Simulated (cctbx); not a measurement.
## Reading a Patterson map

Space group I4/mmm (no. 139), a = 4.2020 Å, b = 4.2020 Å, c = 9.8100 Å, α = 90.00°, β = 90.00°, γ = 90.00°, content Pt4 Ce2 Ti4.

Simulated single-crystal data (cctbx): Ga Kα, λ = 1.3414 Å, to d = 0.8 Å, 95 % of the full sphere, strongest reflection 40000 counts, noise from counting, a 6 % proportional error and a noise floor of 4 counts (s.d.); no absorption.

Patterson synthesis, origin scaled to 1000:

```text
Patterson group I 4/m m m
      u       v       w   height  length (A)
  0.000   0.000   0.000   1000.0     0.00
  0.000   0.000   0.500    736.8     4.91
  0.000   0.500   0.250    543.8     3.23
  0.000   0.500   0.116    145.4     2.39
  0.000   0.000   0.366    114.7     3.59
  0.000   0.201   0.082     11.8     1.16
  0.000   0.198   0.418      9.4     4.18
  0.000   0.287   0.327      8.8     3.43
  0.182   0.182   0.000      7.8     1.08
  0.178   0.178   0.500      1.7     5.02
  0.179   0.321   0.250     -0.2     2.90
  0.061   0.273   0.179     -2.1     2.11
  0.062   0.062   0.275     -2.4     2.73
  0.085   0.085   0.118     -4.4     1.26
```

**Question.** Which atom pairs make the peaks, and where is the heaviest atom?

A peak at u stands for all pairs with xi − xj = u, with weight Σ ZiZj against Σ Z² = 33000 at the origin. Peak heights follow these weights only roughly, since form factors, motion and series ripples differ, all vectors within 0.55 Å of a peak are counted as merged into it though the farther ones add only part of their weight, and F(000) is left out, which lowers the whole map:

| u | v | w | shortest length (Å) | height | 1000 ΣZiZj/ΣZ² | pairs in the cell |
| --- | --- | --- | --- | --- | --- | --- |
| 0.000 | 0.000 | 0.500 | 2.97 | 737 | 737 | 4 × Pt–Pt |
| 0.000 | 0.500 | 0.250 | 3.23 | 544 | 548 | 4 × Pt–Ce |
| 0.000 | 0.500 | 0.116 | 2.39 | 145 | 208 | 4 × Pt–Ti |
| 0.000 | 0.000 | 0.366 | 3.25 | 115 | 155 | 4 × Ce–Ti |

The table stops at ten peaks or at a height of 45, below which ripples compete. In the model behind the data Pt, the heaviest element, has 1 independent site: (0, 1/2, 1/4), up to an allowed shift of origin; the Pt–Pt vectors are differences of these positions and their symmetry mates. The whole model:

| atom | mult. | x | y | z | Ueq (Å²) |
| --- | --- | --- | --- | --- | --- |
| Pt1 | 4 | 0 | 1/2 | 1/4 | 0.0131 |
| Ce1 | 2 | 0 | 0 | 0 | 0.0139 |
| Ti1 | 4 | 1/2 | 1/2 | 0.1310 | 0.0185 |

This is a model crystal, built by substitution and not relaxed, with assumed displacement parameters.

[Logs are printed without paths, hosts, clocks, repeated set-up lines and the standing remarks that a program may print on its own settings, such as how far it seeks lower states.]
